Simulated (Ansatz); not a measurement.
# Decaying states in the gap of Cs2CaI2F2

A new crystal, Cs2CaI2F2: structure, gap and complex bands. It is built by putting I for part of the F in the Cs2CaF4 structure of space group I4/mmm, with the volume rescaled by atomic radii. The parent structure comes from the Materials Project.

Main program and level: Ansatz 0.2.0; r2SCAN DFT, plane waves, PAW files, in the first sound run; inputs show where later runs differ.

The structure was built from a prototype and need not be the compound's stable phase.

## Step 1: The structure

Symmetry: I4/mmm, No. 139, tetragonal system. The conventional cell has a = 4.850 Å, b = 4.850 Å, c = 15.992 Å, α = 90.00°, β = 90.00°, γ = 90.00°. Nearest to Cs lie 5 F at 3.18 to 3.43 Å and 4 I at 3.40 Å. Nearest to Ca lie 4 I at 2.43 Å and 2 F at 2.43 Å. Nearest to I lie 2 Ca at 2.43 Å and 4 Cs at 3.40 Å. F has 1 Ca at 2.43 Å and 5 Cs at 3.18 to 3.43 Å nearest. It derives from Cs2CaF4. I for part of the F in the Cs2CaF4 structure of space group I4/mmm. Farther neighbours and most contacts between anions are not listed.

## Step 2: Cell and atoms at rest

The substituted atoms don't fit the parent's cell, so cell and atoms relax together. A small smearing keeps the run stable in case the gap closes on the way.

input.yaml reads:

```yaml
crystal:
  lattice:
    - [-2.4250195128, 2.4250195128, 7.9960151165]
    - [2.4250195128, -2.4250195128, 7.9960151165]
    - [2.4250195128, 2.4250195128, -7.9960151165]
  atoms:
    - { symbol: Cs, position: [0.64931373, 0.64931373, 0.0] }
    - { symbol: Cs, position: [0.35068627, 0.35068627, 0.0] }
    - { symbol: Ca, position: [0.0, 0.0, 0.0] }
    - { symbol: I, position: [0.0, 0.5, 0.5] }
    - { symbol: I, position: [0.5, 0.0, 0.5] }
    - { symbol: F, position: [0.84789816, 0.84789816, 0.0] }
    - { symbol: F, position: [0.15210184, 0.15210184, 0.0] }
kpoints:
  mp_grid: { grid: [6, 6, 6] }
scf:
  occupations: { method: gaussian, width: 0.03 }
hamiltonian:
  xc: r2scan
output:
  forces: true
  stress: true
relax:
  f_tol: 0.02
  max_steps: 60
  cell: {}
```

On the command line:

```bash
$ ansatz run input.yaml --threads 2 --pin off --max-ram 4096MiB --backend cpu --events-out ev --progress --plain --runs-dir out
```

Numbers of over 12 decimals in the logs are rounded to 6 here.

The log of the run:

```text
basis.fft_grid_basis auto: the FFT boxes are laid along the combinations [[1, 0, 1], [0, 1, 1], [0, 0, 1]] of the cell's own vectors, 4.850, 4.850 and 8.700 Å long. The dense box has 36×36×64 points. Along the cell's own vectors, as sized, it would have 64×64×64, 3.16 times as many. Of the 16 symmetry operations that the crystal satisfies within crystal.symmetry.tolerance (time reversal apart; of a slab, those that k [...]
Engine: ansatz 0.2.0, x86_64-unknown-linux-gnu
Pseudopotentials: kind: paw
Pseudopotential: Cs, paw, valence charge 9, recommended cutoff 500 eV (meta_gga), Cs.paw.azcp
Pseudopotential: Ca, paw, valence charge 10, recommended cutoff 500 eV (meta_gga), Ca.paw.azcp
Pseudopotential: I, paw, valence charge 17, recommended cutoff 500 eV (meta_gga), I.paw.azcp
Pseudopotential: F, paw, valence charge 7, recommended cutoff 500 eV (meta_gga), F.paw.azcp
Functional definition: r2SCAN
  parameter k0 = 0.174
  parameter k1 = 0.065
  parameter a1 = 4.9479
  exchange = r2scan_x(k0 = k0, k1 = k1, a1 = a1)
  correlation = r2scan_c
Crystal: 7 atoms, lattice volume = 188.089 Å³
Basis set: ecut = 500 eV, 4773 PW (Γ), FFT grids on a1+a3, a2+a3, a3, exchange–correlation on 144×144×256 points (64 copies of the dense FFT grid, shifted against one another)
Bands: 46, of which v1, the nominal top of the filled ones, is band 38 counted from 1 (37 counted from 0)
Symmetry: 16 space group operations
Space group: I4/mmm (ITA 139), of the structure as read, at distance tolerance 5.7e-5 Å
k-points: 30 of 216
Non-local potential: Cs, projectors of the file, l = 0: 3, l = 1: 2, l = 2: 2, l = 3: 2
Non-local potential: Ca, projectors of the file, l = 0: 3, l = 1: 2, l = 2: 2
Non-local potential: I, projectors of the file, l = 0: 2, l = 1: 2, l = 2: 2, l = 3: 2
Non-local potential: F, projectors of the file, l = 0: 2, l = 1: 2, l = 2: 1
PAW form: soft (Blöchl's): semilocal exchange-correlation on the pseudo side does not see the compensation charge
PAW frozen core: Cs, regenerated for the run's functional (the file was generated under x = pbe(κ = 0.804, μ = 0.219515), c = pbe(β = 0.066725))
PAW frozen core: Ca, regenerated for the run's functional (the file was generated under x = pbe(κ = 0.804, μ = 0.219515), c = pbe(β = 0.066725))
PAW frozen core: I, regenerated for the run's functional (the file was generated under x = pbe(κ = 0.804, μ = 0.219515), c = pbe(β = 0.066725))
PAW frozen core: F, regenerated for the run's functional (the file was generated under x = pbe(κ = 0.804, μ = 0.219515), c = pbe(β = 0.066725))
PAW one-centre angular grid: Cs, 302 points (default); XC on 160 Gauss nodes
PAW one-centre angular grid: Ca, 302 points (default); XC on 160 Gauss nodes
PAW one-centre angular grid: I, 590 points (default); XC on 160 Gauss nodes
PAW one-centre angular grid: F, 302 points (default); XC on 160 Gauss nodes
Initial density: superposition of atomic densities (neutral atoms: chi_scale 0, normalization atom), corrected by the library's trained network
Initial wavefunctions: pseudopotential atomic-orbital guess
Functional: x = r2scan, c = r2scan; τ floored in thin density (d = 2e-4 eV/Å³)
SCF iter   1: F=—  HF=-29872.666641 eV  |F-HF|=—  |Δ(HF+E_count)|=         —  Δρ=5.74e-3  dr2=8.66e-2  dr2_τ=9.84e-2  ethr=1.77e-3  ⟨swp⟩=13.7  Hψ=8043  notcnv=0  defer=2
preconditioner: auto → Resta (q_TF=auto, 2.346 Å⁻¹)  ε∞=3.5  [insulator: Δε(μ)=2.186 eV  Ē_g=10.820 eV  σ=0.030 eV  W_gap=1.00  n_scr=32 (ndim 8)  ℏωp=17.1 eV  f_vac=0.133  D(μ)=0.00/eV (n_scr^D=0)  ε∞_Penn≈3.5]
SCF iter   2: F=—  HF=-29872.900687 eV  |F-HF|=—  |Δ(HF+E_count)|=   2.34e-1  Δρ=2.94e-3  dr2=2.18e-2  dr2_τ=1.24e-3  ethr=1.14e-4  ⟨swp⟩=3.4  Hψ=2771  notcnv=0  defer=88
SCF iter   3: F=—  HF=-29872.894118 eV  |F-HF|=—  |Δ(HF+E_count)|=   6.57e-3  Δρ=1.14e-3  dr2=4.55e-3  dr2_τ=2.57e-4  ethr=2.87e-5  ⟨swp⟩=2.8  Hψ=2048  notcnv=0  defer=58
automatic band count: iteration 3 solves 45 bands in place of 46: the levels show a gap, and the empty bands left out lie too high to hold charge; the band table lists the bands solved (type scf.n_extra_bands for more)
SCF iter   4: F=—  HF=-29872.893013 eV  |F-HF|=—  |Δ(HF+E_count)|=   1.10e-3  Δρ=4.61e-4  dr2=3.49e-4  dr2_τ=2.19e-5  ethr=5.99e-6  ⟨swp⟩=2.1  Hψ=2252  notcnv=0  defer=58
SCF iter   5: F=—  HF=-29872.893163 eV  |F-HF|=—  |Δ(HF+E_count)|=   1.50e-4  Δρ=1.33e-4  dr2=4.64e-5  dr2_τ=2.27e-6  ethr=4.59e-7  ⟨swp⟩=2.0  Hψ=2122  notcnv=0  defer=58
SCF iter   6: F=—  HF=-29872.893287 eV  |F-HF|=—  |Δ(HF+E_count)|=   1.24e-4  Δρ=2.26e-5  dr2=1.77e-6  dr2_τ=5.63e-8  ethr=6.11e-8  ⟨swp⟩=2.0  Hψ=2156  notcnv=0  defer=58
SCF iter   7: F=—  HF=-29872.893290 eV  |F-HF|=—  |Δ(HF+E_count)|=   3.43e-6  Δρ=7.17e-6  dr2=1.40e-7  dr2_τ=9.66e-9  ethr=2.33e-9  ⟨swp⟩=2.0  Hψ=2069  notcnv=0  defer=58
SCF iter   8: F=-29872.893291 eV  HF=-29872.893291 eV  |F-HF|=1.12e-8  |Δ(HF+E_count)|=   2.93e-7  Δρ=1.64e-6  dr2=6.61e-9  dr2_τ=2.82e-10  ethr=1.32e-10  ⟨swp⟩=5.0  Hψ=4690  notcnv=0
SCF 1 converged in 8 iterations: F = -29872.893291 eV  dr2 = 6.61e-9
  greatest PAW one-centre occupation: 0.999 electrons in one spin orbital (limit 2), on the I atom at site 3 (counted from 0), in its partial waves of l = 2
relax step   1: F+E_penalty+E_count = -29872.89329075 eV  Δ(F+E_penalty+E_count) = +0.000e0 eV  max|allowed force component| = 2.074e0 eV/Å  Δτ_max = 0.0000 Å  P = +22.571 GPa  Ω = 188.089 Å³  (8 SCF iters, dr2 threshold 1.00e-7 eV, accepted)
Crystal: 7 atoms, lattice volume = 207.828 Å³
Basis set: ecut = 500 eV, 5293 PW (Γ), FFT grids on a1+a3, a2+a3, a3, exchange–correlation on 144×144×256 points (64 copies of the dense FFT grid, shifted against one another)
Initial density: handed on by an earlier stage of this run
Initial wavefunctions: those handed on with the density
iter 1 solved again at ethr=6.82e-4 eV; its pass at ethr=3.10e-3 eV (dr2=5.18e-1 eV) is discarded
SCF iter   1: F=—  HF=-29875.515640 eV  |F-HF|=—  |Δ(HF+E_count)|=         —  Δρ=1.29e-2  dr2=5.19e-1  dr2_τ=4.16e-1  ethr=6.82e-4  ⟨swp⟩=1.6  Hψ=7902  notcnv=0
automatic band count: iteration 1 solves 43 bands in place of 46: the levels show a gap, and the empty bands left out lie too high to hold charge; the band table lists the bands solved (type scf.n_extra_bands for more)
preconditioner: auto → Resta (q_TF=auto, 2.307 Å⁻¹)  ε∞=3.6  [insulator: Δε(μ)=3.111 eV  Ē_g=10.179 eV  σ=0.030 eV  W_gap=1.00  n_scr=32 (ndim 8)  ℏωp=16.3 eV  f_vac=0.150  D(μ)=0.00/eV (n_scr^D=0)  ε∞_Penn≈3.6]
[...]
relax step   6: F+E_penalty+E_count = -29880.57282719 eV  Δ(F+E_penalty+E_count) = -2.843e-1 eV  max|allowed force component| = 3.502e-2 eV/Å  Δτ_max = 0.0475 Å  P = +0.909 GPa  Ω = 261.762 Å³  energy of the carried Pulay correction = -1.165e-2 eV  (7 SCF iters, dr2 threshold 7.00e-7 eV, accepted)
relax step   7: F+E_penalty+E_count = -29880.58508529 eV  Δ(F+E_penalty+E_count) = -1.226e-2 eV  max|allowed force component| = 1.689e-1 eV/Å  Δτ_max = 0.0556 Å  P = -0.189 GPa  Ω = 270.961 Å³  energy of the carried Pulay correction = -1.272e-2 eV  (6 SCF iters, dr2 threshold 7.00e-7 eV, accepted)
relax step   8: F+E_penalty+E_count = -29880.59396184 eV  Δ(F+E_penalty+E_count) = -8.877e-3 eV  max|allowed force component| = 2.762e-2 eV/Å  Δτ_max = 0.0664 Å  P = -0.049 GPa  Ω = 270.343 Å³  energy of the carried Pulay correction = -1.265e-2 eV  (6 SCF iters, dr2 threshold 7.00e-7 eV, accepted)
relax step   9: F+E_penalty+E_count = -29880.59449411 eV  Δ(F+E_penalty+E_count) = -5.323e-4 eV  max|allowed force component| = 5.144e-3 eV/Å  Δτ_max = 0.0116 Å  P = -0.001 GPa  Ω = 269.651 Å³  energy of the carried Pulay correction = -1.258e-2 eV  (6 SCF iters, dr2 threshold 4.77e-8 eV, accepted)
relax step  10: F+E_penalty+E_count = -29880.84954949 eV  Δ(F+E_penalty+E_count) = -2.551e-1 eV  max|allowed force component| = 4.288e-3 eV/Å  Δτ_max = 0.0000 Å  P = +1.254 GPa  Ω = 269.651 Å³  stress off target by 1.79e0 GPa  SCF on the basis re-selected at this cell (its energy is not comparable with the rows above)  (8 SCF iters)
relax step  11: F+E_penalty+E_count = -29880.97012041 eV  Δ(F+E_penalty+E_count) = -1.206e-1 eV  max|allowed force component| = 4.251e-2 eV/Å  Δτ_max = 0.0390 Å  P = +0.494 GPa  Ω = 282.876 Å³  energy of the carried Pulay correction = -1.735e-3 eV  (7 SCF iters, dr2 threshold 7.00e-7 eV, accepted)
relax step  12: F+E_penalty+E_count = -29881.00244092 eV  Δ(F+E_penalty+E_count) = -3.232e-2 eV  max|allowed force component| = 3.455e-3 eV/Å  Δτ_max = 0.0314 Å  P = +0.109 GPa  Ω = 292.676 Å³  energy of the carried Pulay correction = -2.918e-3 eV  (6 SCF iters, dr2 threshold 7.00e-7 eV, accepted)
relax step  13: F+E_penalty+E_count = -29881.00389422 eV  Δ(F+E_penalty+E_count) = -1.453e-3 eV  max|allowed force component| = 5.641e-3 eV/Å  Δτ_max = 0.0097 Å  P = +0.018 GPa  Ω = 295.276 Å³  energy of the carried Pulay correction = -3.219e-3 eV  (6 SCF iters, dr2 threshold 5.97e-8 eV, accepted)
Basis set: ecut = 500 eV, 7509 PW (Γ), FFT grids on a1+a3, a2+a3, a3, exchange–correlation on 192×192×256 points (64 copies of the dense FFT grid, shifted against one another)
iter 1 solved again at ethr=2.06e-7 eV; its pass at ethr=3.10e-3 eV (dr2=1.57e-4 eV) is discarded
SCF iter   1: F=—  HF=-29880.999290 eV  |F-HF|=—  |Δ(HF+E_count)|=         —  Δρ=2.07e-4  dr2=8.20e-6  dr2_τ=1.67e-5  ethr=2.06e-7  ⟨swp⟩=4.3  Hψ=12245  notcnv=0
preconditioner: auto → Resta (q_TF=auto, 2.176 Å⁻¹)  ε∞=2.7  [insulator: Δε(μ)=4.527 eV  Ē_g=10.381 eV  σ=0.030 eV  W_gap=1.00  n_scr=44 (ndim 8)  ℏωp=13.7 eV  f_vac=0.233  D(μ)=0.00/eV (n_scr^D=0)  ε∞_Penn≈2.7]
SCF iter   2: F=—  HF=-29881.006187 eV  |F-HF|=—  |Δ(HF+E_count)|=   6.90e-3  Δρ=1.06e-4  dr2=1.83e-6  dr2_τ=1.72e-5  ethr=1.08e-8  ⟨swp⟩=3.1  Hψ=2788  notcnv=0
SCF iter   3: F=—  HF=-29881.006534 eV  |F-HF|=—  |Δ(HF+E_count)|=   3.47e-4  Δρ=3.76e-5  dr2=4.53e-7  dr2_τ=2.07e-6  ethr=2.41e-9  ⟨swp⟩=2.7  Hψ=2369  notcnv=0
SCF iter   4: F=—  HF=-29881.006528 eV  |F-HF|=—  |Δ(HF+E_count)|=   6.25e-6  Δρ=1.24e-5  dr2=1.89e-7  dr2_τ=1.05e-7  ethr=5.96e-10  ⟨swp⟩=2.0  Hψ=2223  notcnv=0
SCF iter   5: F=—  HF=-29881.006527 eV  |F-HF|=—  |Δ(HF+E_count)|=   7.92e-7  Δρ=1.53e-6  dr2=1.77e-8  dr2_τ=5.09e-10  ethr=2.49e-10  ⟨swp⟩=2.0  Hψ=2174  notcnv=0
SCF iter   6: F=—  HF=-29881.006527 eV  |F-HF|=—  |Δ(HF+E_count)|=   4.19e-8  Δρ=6.32e-7  dr2=4.01e-9  dr2_τ=7.15e-11  ethr=2.33e-11  ⟨swp⟩=2.0  Hψ=1915  notcnv=0
SCF iter   7: F=—  HF=-29881.006527 eV  |F-HF|=—  |Δ(HF+E_count)|=   8.17e-9  Δρ=2.28e-7  dr2=5.42e-10  dr2_τ=8.15e-12  ethr=5.28e-12  ⟨swp⟩=2.0  Hψ=1904  notcnv=0
SCF iter   8: F=-29881.006527 eV  HF=-29881.006527 eV  |F-HF|=1.82e-11  |Δ(HF+E_count)|=  6.22e-10  Δρ=8.19e-8  dr2=5.25e-11  dr2_τ=9.28e-13  ethr=1.00e-12  ⟨swp⟩=4.0  Hψ=5707  notcnv=0
SCF 14 converged in 8 iterations: F = -29881.006527 eV  dr2 = 5.25e-11
relax step  14: F+E_penalty+E_count = -29881.00652692 eV  Δ(F+E_penalty+E_count) = -2.633e-3 eV  max|allowed force component| = 5.107e-3 eV/Å  Δτ_max = 0.0000 Å  P = +0.015 GPa  Ω = 295.276 Å³  stress off target by 1.64e-2 GPa  SCF on the basis re-selected at this cell (its energy is not comparable with the rows above)  (8 SCF iters)
basis re-selected at this cell: Δ(F+E_penalty+E_count) = -2.633e-3 eV, ΔP = -0.003 GPa vs the last step (what re-selecting the basis moved, of the pressure what is left beyond the Pulay correction that the steps carried, after the strain that the cell walked since its last selection, with what the two solves' SCF thresholds leave and, on support functions, any second-order correction that the steps lacked; it is no measure of the basis error at this ecutwfc). The dense FFT grid was sized anew with the basis: this SCF ran on 48×48×64 points, the steps before it on 45×45×64, so part of this shift can come from that change (see relax.cell in the input reference). [rest of the remark cut]
SCF converged after 8 iterations
Free energy (F): -29881.006527 eV
Harris-Foulkes:  -29881.006527 eV  (|F-HF|=1.82e-11)
Internal energy: -29881.006527 eV  (E = F + TS)
E sigma→0 (E₀):  -29881.006527 eV
Fermi energy:    3.715241 eV
--- Per-component energies (eV) ---
  E_band       = -1280.767068
  E_kinetic    = 1357.974003
  E_local      = -8515.044389  (includes V_loc(G=0)·N_el)
  E_nonlocal   = 87.040057
  E_hartree    = 3906.336423
  E_xc         = -864.659966
  E_vxc        = -986.103177  (∫ρ·V_xc dr)
  E_paw        = -21135.237549  (= ΣΔE_a)
  E_vpaw       = -1097.392437  (= ΣTr[D̂ρ^β])
  E_aug_tail   = 0.001931  (compensation charges beyond the density's cutoff)
  E_vtau       = 60.083455  (kinetic-family band-sum trace: ∫τ·v_τ [+ j·A + Jᵃ·Aᵃ] dr)
  E_ewald      = -4717.379453
  E_core_change = -0.037584  (= ΣΔE_core)
  E_smearing   = -0.000000  (= −TS)
  E_closure    = -0.000000  (closes the sum)
  Σ components = -29881.006527   (vs F -29881.006527, Δ=0.00e0)
--- Forces (eV/Å), atoms counted from 1 ---
  atom   1  Cs    -0.00000000     0.00000000     0.00002752
  atom   2  Cs     0.00000000    -0.00000000    -0.00002752
  atom   3  Ca    -0.00000000     0.00000000     0.00000000
  atom   4  I      0.00000000    -0.00000000    -0.00000000
  atom   5  I     -0.00000000     0.00000000    -0.00000000
  atom   6  F      0.00000000     0.00000000    -0.00510672
  atom   7  F     -0.00000000     0.00000000     0.00510672
  max |Σ_I F_I| component: 1.73e-18 eV/Å
--- Stress (GPa, compression-positive) ---
        0.016413       0.000000       0.000000
        0.000000       0.016413       0.000000
        0.000000      -0.000000       0.012073
  P = ⅓ Tr σ = 0.0150 GPa (0.150 kbar)
--- Relaxed structure (12 steps of the walk, 12 accepted, 2 SCFs on fresh bases) ---
  F+E_penalty+E_count = -29881.00652692 eV   max|allowed force component| = 5.107e-3 eV/Å   (the final SCF, on the basis selected at the relaxed cell)
  cell:  # Å, volume = 295.2759 Å³
    - [-3.228368, 3.228368, 7.082752]
    - [3.228368, -3.228368, 7.082752]
    - [3.228368, 3.228368, -7.082752]
  atoms:
    - { symbol: Cs, position: [0.659724, 0.659724, 0] }
    - { symbol: Cs, position: [0.340276, 0.340276, 0] }
    - { symbol: Ca, position: [-2.7990230426665587e-19, -2.7990230426665346e-19, 0] }
    - { symbol: I, position: [-2.799023042666555e-19, 0.500000, 0.500000] }
    - { symbol: I, position: [0.500000, -2.7990230426665385e-19, 0.500000] }
    - { symbol: F, position: [0.850108, 0.850108, 0] }
    - { symbol: F, position: [0.149892, 0.149892, 0] }
```

It took 94 s on 2 threads of AMD EPYC 9R45, shared host; peak memory 1.4 GiB; 3 min of CPU time.

Step by step:

```tsv
step	energy less that of the first step (eV)	largest force component (eV/Å)	pressure (GPa)	volume (Å³)
1	0.0000	2.0736	22.57	188.09
2	-3.2662	1.1678	12.96	207.83
3	-5.3091	0.6838	7.28	225.66
4	-6.6287	0.3623	3.94	241.04
5	-7.3952	0.1067	2.04	253.09
6	-7.6795	0.0350	0.91	261.76
7	-7.6918	0.1689	-0.19	270.96
8	-7.7007	0.0276	-0.05	270.34
9	-7.7012	0.0051	0.00	269.65
10*	-7.9563	0.0043	1.25	269.65
11	-8.0768	0.0425	0.49	282.88
12	-8.1092	0.0035	0.11	292.68
13	-8.1106	0.0056	0.02	295.28
14*	-8.1132	0.0051	0.01	295.28
```

Relaxation steps marked * repeat the geometry before them on a plane-wave basis chosen anew for their cell, so energy and pressure can jump there.

Forces are held to the 16 operations that the run works with; a distortion that breaks them can't arise in this run.

```tsv
cell as run	before	after	change
a (Å)	8.700	8.427	-3.1 %
b (Å)	8.700	8.427	-3.1 %
c (Å)	8.700	8.427	-3.1 %
α (°)	147.63	134.95	-8.6 %
β (°)	147.63	134.95	-8.6 %
γ (°)	46.43	65.61	+41.3 %
volume (Å³/atom)	26.87	42.18	+57.0 %
```

The atoms that moved most (Å, as changes of fractional coordinates times the final cell):

```tsv
atom	dx	dy	dz	length
Cs2	0.000	0.000	-0.147	0.147
Cs1	0.000	0.000	0.147	0.147
F7	0.000	0.000	-0.031	0.031
F6	0.000	0.000	0.031	0.031
```

Final coordinates:

```cif
data_structure
_symmetry_space_group_name_H-M 'P 1'
_symmetry_Int_Tables_number 1
_cell_length_a 8.4267
_cell_length_b 8.4267
_cell_length_c 8.4267
_cell_angle_alpha 134.947
_cell_angle_beta 134.947
_cell_angle_gamma 65.612
_cell_volume 295.28
loop_
_atom_site_label
_atom_site_type_symbol
_atom_site_fract_x
_atom_site_fract_y
_atom_site_fract_z
_atom_site_occupancy
Cs1 Cs 0.65972 0.65972 0.00000 1
Cs2 Cs 0.34028 0.34028 0.00000 1
Ca3 Ca 0.00000 0.00000 0.00000 1
I4 I 0.00000 0.50000 0.50000 1
I5 I 0.50000 0.00000 0.50000 1
F6 F 0.85011 0.85011 0.00000 1
F7 F 0.14989 0.14989 0.00000 1
```

This step gave:

```
free energy  : -29881.0065 eV
Fermi energy : 3.715 eV
pressure     : 0.01497 GPa
```

The largest force component on a free atom ends at 0.0051 eV/Å.

(Continued in part 2 of 2.)

[Logs are printed without paths, hosts, clocks, repeated set-up lines and the standing remarks that a program may print on its own settings, such as how far it seeks lower states.]

[Hosts, paths, dates, database ids (printed as entryN), source tags and the programs' standing remarks are cut or masked in the printed files.]
